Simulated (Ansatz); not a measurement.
# TiZn6Cd, from a guessed structure to a relaxed one, part 2 of 2

This structure for TiZn6Cd is made up. Its elements were placed in a known structure type with a cell scaled to their sizes. What cell does the guess relax to, and how far off was it?

Ansatz 0.2.0; DFT, PBEsol, plane-wave PAW, files of the set soft_1, scalar-relativistic, no spin, cell and ions relaxed at zero pressure; PAW set soft_1 (the session's first sound run).

So far: Starting point; Relaxing cell and atoms. The relaxed cell has a = 5.540, c = 3.927 Å (conventional setting).

## (3) Bands of the relaxed cell

With the geometry fixed, one more self-consistent run, with a narrower smearing and the mesh shown in its input, gives the bands, and its pressure, and its forces where symmetry allows any, show how far the geometry depends on these settings.

This step: DFT, PBEsol, plane-wave PAW, files of the set soft_1, scalar-relativistic, no spin, bands and density of states at the relaxed cell; PAW set soft_1 (Ansatz 0.2.0).

The input, input.yaml:

```yaml
crystal:
  lattice:
    - [5.5403122638, 0.0, 0.0]
    - [0.0, 5.5403122638, 0.0]
    - [0.0, 0.0, 3.9266217985]
  atoms:
    - { symbol: Cd, position: [0.0, 0.0, 0.5] }
    - { symbol: Zn, position: [0.7383134003, 0.7383134003, 0.0] }
    - { symbol: Zn, position: [0.2616865997, 0.2616865997, 0.0] }
    - { symbol: Zn, position: [0.7383134003, 0.2616865997, 0.0] }
    - { symbol: Zn, position: [0.2616865997, 0.7383134003, 0.0] }
    - { symbol: Zn, position: [0.0, 0.5, 0.5] }
    - { symbol: Zn, position: [0.5, 0.0, 0.5] }
    - { symbol: Ti, position: [0.5, 0.5, 0.5] }
kpoints:
  mp_grid: { grid: [6, 6, 8] }
  band_path:
    path:
      - [[0.0, 0.0, 0.0], [0.0, 0.5, 0.0], [0.5, 0.5, 0.0], [0.0, 0.0, 0.0], [0.0, 0.0, 0.5], [0.0, 0.5, 0.5], [0.5, 0.5, 0.5], [0.0, 0.0, 0.5]]
      - [[0.0, 0.5, 0.0], [0.0, 0.5, 0.5]]
      - [[0.5, 0.5, 0.0], [0.5, 0.5, 0.5]]
    npoints: 8
scf:
  occupations: { method: fermi_dirac, width: 0.03 }
  n_extra_bands: 12
hamiltonian:
  xc: pbesol
  pseudopotentials: { kind: paw, azcp: { folder: soft_1 }, xc_functional: pbe }
output:
  forces: true
  stress: true
  write_bands: true
  dos: { projected: true }
  write_density: true
  write_potential: true
  elf: true
  volumetric_format: npy
```

The run is started by

```
$ ansatz run input.yaml --threads 4 --pin off --max-ram 10240MiB --backend cpu --events-out ev --progress --plain --runs-dir out
```

Numbers of over 12 decimals in the logs are rounded to 6 here.

Output:

```text
[...]
Crystal: 8 atoms, lattice volume = 120.528 Å³
Basis set: ecut = 420 eV, 2369 PW (Γ), exchange–correlation on 80×80×54 points (8 copies of the dense FFT grid, shifted against one another)
Bands: 64, of which v1, the nominal top of the filled ones, is band 52 counted from 1 (51 counted from 0)
Symmetry: 16 space group operations
[...]
k-points: 50 of 288
[...]
SCF iter   1: F=—  HF=-30348.773676 eV  |F-HF|=—  |Δ(HF+E_count)|=         —  Δρ=1.29e-1  dr2=4.74e1  ethr=3.10e-3  ⟨swp⟩=6.4  Hψ=13492  notcnv=0  defer=8
[...]
SCF iter  12: F=-30343.697324 eV  HF=-30343.697324 eV  |F-HF|=2.67e-8  |Δ(HF+E_count)|=   3.11e-8  Δρ=3.92e-6  dr2=1.32e-8  ethr=9.62e-11  ⟨swp⟩=15.7  Hψ=23670  notcnv=0
SCF 1 converged in 12 iterations: F = -30343.697324 eV  dr2 = 1.32e-8
[...]
NSCF: frozen V_eff on 75 k-points
SCF converged after 12 iterations
Free energy (F): -30343.697324 eV
[...]
Internal energy: -30343.682257 eV  (E = F + TS)
E sigma→0 (E₀):  -30343.689791 eV
Entropy (-TS):   -0.015068 eV (-1.883 meV/atom)
Fermi energy:    12.964774 eV
[...]
--- Forces (eV/Å), atoms counted from 1 ---
  atom   1  Cd     0.00000000     0.00000000     0.00000000
  atom   2  Zn    -0.01943526    -0.01943526     0.00000000
  atom   3  Zn     0.01943526     0.01943526     0.00000000
  atom   4  Zn    -0.01943526     0.01943526     0.00000000
  atom   5  Zn     0.01943526    -0.01943526     0.00000000
  atom   6  Zn     0.00000000     0.00000000     0.00000000
  atom   7  Zn    -0.00000000     0.00000000     0.00000000
  atom   8  Ti     0.00000000     0.00000000     0.00000000
  max |Σ_I F_I| component: 3.47e-18 eV/Å
--- Stress (GPa, compression-positive) ---
       -0.189468       0.000000       0.000000
        0.000000      -0.189468       0.000000
        0.000000       0.000000       0.410782
  P = ⅓ Tr σ = 0.0106 GPa (0.106 kbar)
--- Band table (eV; the first three rows and the last of 50) ---
  k-point 0: bands = [... 48 lower, 12.1849, 12.2344, 12.2344, 12.6161, 12.7031, 13.3306, 13.3306, 14.6645, ... 8 higher]
  k-point 1: bands = [... 48 lower, 10.8645, 12.1644, 12.1644, 12.6681, 13.1995, 13.4387, 13.4387, 14.3562, ... 8 higher]
  k-point 2: bands = [... 48 lower, 9.6936, 11.8551, 11.8551, 12.8127, 13.2165, 13.4950, 13.7586, 13.7586, ... 8 higher]
  k-point 49: bands = [... 48 lower, 8.5292, 8.5292, 9.9759, 12.8884, 13.8367, 13.8367, 13.9840, 14.3507, ... 8 higher]
```

Wall time 21 s (4 threads of Arm Neoverse V1, shared host); peak memory 0.75 GiB.

This step gave:

- free energy: -30343.6973 eV
- energy at zero smearing: -30343.6898 eV
- smearing term TS: 0.01507 eV
- pressure: 0.01062 GPa

bands.tsv at the labelled points (eV, zero at the Fermi level; the bands that come nearest the Fermi level along the path):

| point | band 49 | band 50 | band 51 | band 52 | band 53 | band 54 | band 55 | band 56 |
| --- | --- | --- | --- | --- | --- | --- | --- | --- |
| Γ | -0.78 | -0.73 | -0.73 | -0.35 | -0.26 | 0.37 | 0.37 | 1.70 |
| X | -3.09 | -0.84 | -0.70 | 0.40 | 1.17 | 1.29 | 1.38 | 2.13 |
| M | -0.48 | -0.19 | -0.19 | 0.49 | 2.52 | 2.70 | 2.76 | 2.76 |
| Γ | -0.78 | -0.73 | -0.73 | -0.35 | -0.26 | 0.37 | 0.37 | 1.70 |
| Z | -2.57 | -2.55 | -2.55 | -2.19 | 0.13 | 0.57 | 0.99 | 0.99 |
| R | -2.00 | -1.87 | -0.98 | -0.72 | -0.35 | -0.21 | 0.01 | 1.32 |
| A | -4.44 | -4.44 | -2.99 | -0.08 | 0.87 | 0.87 | 1.02 | 1.39 |
| Z | -2.57 | -2.55 | -2.55 | -2.19 | 0.13 | 0.57 | 0.99 | 0.99 |
| X | -3.09 | -0.84 | -0.70 | 0.40 | 1.17 | 1.29 | 1.38 | 2.13 |
| R | -2.00 | -1.87 | -0.98 | -0.72 | -0.35 | -0.21 | 0.01 | 1.32 |
| M | -0.48 | -0.19 | -0.19 | 0.49 | 2.52 | 2.70 | 2.76 | 2.76 |
| A | -4.44 | -4.44 | -2.99 | -0.08 | 0.87 | 0.87 | 1.02 | 1.39 |

Counts of states for the cell as run, both spins, by energy window (eV from the Fermi level):

```
from  to  total
  -8  -7  51.92
  -7  -6   4.94
  -6  -5   1.66
  -5  -4   1.94
  -4  -3   2.07
  -3  -2   2.59
  -2  -1   3.17
  -1   0   2.92
   0   1   4.62
   1   2   3.80
   2   3   2.53
   3   4   4.02
```

A further 32.7 states lie below the table's range.

ELF in the ab plane at fractional z = 0.500, with atoms of Cd and Zn and Ti within 0.2 Å of it. It is the smooth field of the valence electrons, not physical close to the nuclei.

Ten even steps from '_' (0.00) to '@' (0.93), each cell a mean:
```
%%++--::::..______..::::::--##
==--::::::::........::::::::--
::::::::------::::----::::::::
::::::::----------------::::::
::::::--::....::::....----::::
__..::--::..--**++::..----....
____::--::--######++::--::..__
____..--::==##**##**::--::..__
__..::--::..++####--..----..__
....::--::__..==--....----::..
::::::--::::::::::::::----::::
::::::::--------------::::::::
--::::::::::::..::::::::::::--
**==::::::....____..::::::--++
@@**--::::..________::::::==%%
```
Columns run along a (5.5 Å), rows up along b (5.5 Å). Atoms in or near the plane, at fractional coordinates: Cd at (0.00, 0.00), Zn at (0.00, 0.50), Zn at (0.50, 0.00), Ti at (0.50, 0.50).

Valence density in the ab plane at fractional z = 0.500, with atoms of Cd and Zn and Ti within 0.2 Å of it. It is the smooth field of the valence electrons, not physical close to the nuclei.

Ten steps, logarithmic in the rise over the least value, from '_' (0 e/Å³) to '@' (32 e/Å³), each cell a mean:
```
%%**--____..++%%##--..__..++%%
++==..______::----..______::++
::..__________....__________..
______________________________
..____________....__________..
==::..____..--====::______..--
%%++::____::++##**==..__..--##
@@**::____::**####==..__..--%%
**--..____..==**++--______::++
::..________..::::..________..
______________________________
..____________________________
==::..______..::::..______..--
##++::____..--**++::____..==**
@@##==..__::**@@%%==..__::++%%
```
Columns run along a (5.5 Å), rows up along b (5.5 Å). Atoms in or near the plane, at fractional coordinates: Cd at (0.00, 0.00), Zn at (0.00, 0.50), Zn at (0.50, 0.00), Ti at (0.50, 0.50).

Electrostatic potential energy in the ab plane at fractional z = 0.500, with atoms of Cd and Zn and Ti within 0.2 Å of it. With pseudopotentials it is smooth inside the atoms' cores, unlike the true potential.

Ten even steps from '0' (-51 eV) to '9' (15 eV), each cell a mean:
```
456997200489854
568998644799975
789999988999998
999999999999999
899999878999998
368998544799974
027996333489840
016996333479840
148997433589962
689999766899987
999999999999999
899999999999999
678999867899986
457998412699865
346896100389754
```
Columns run along a (5.5 Å; values clipped at the 3rd and 97th percentile), rows up along b (5.5 Å). Atoms in or near the plane, at fractional coordinates: Cd at (0.00, 0.00), Zn at (0.00, 0.50), Zn at (0.50, 0.00), Ti at (0.50, 0.50).

## (4) What came out

```yaml
space_group_relaxed: P4/mmm
conventional_cell: a = 5.540, b = 5.540, c = 3.927 Å; α = 90.0°, β = 90.0°, γ = 90.0°
volume_per_atom: 15.07 Å³ (guess 16.34)
```

**Reading.** TiZn6Cd relaxes to P4/mmm with a = 5.540, b = 5.540 and c = 3.927 Å. The guessed volume was 8 % too large. The space group P4/mmm was held in the relaxation, so the end point is a stationary structure within it and may be a saddle against distortions or other arrangements. Bands cross the Fermi level, so it is a metal or semimetal at this level. On the 6×6×8 mesh with the narrower smearing (relaxed on 5×5×7) the largest force component is 0.019 eV/Å and the largest stress component is 0.411 GPa, against the relaxation's thresholds of 0.015 eV/Å and 0.05 GPa. The cutoff wasn't tested. No dispersion term is used, so weakly bound directions may come out too long. The runs have no spin, and magnetism wasn't tested. Nothing here tests whether the compound is stable against decomposition.

[Logs are printed without paths, hosts, clocks, repeated set-up lines and the standing remarks that a program may print on its own settings, such as how far it seeks lower states.]

[Hosts, paths, dates, database ids (printed as entryN), source tags and the programs' standing remarks are cut or masked in the printed files.]
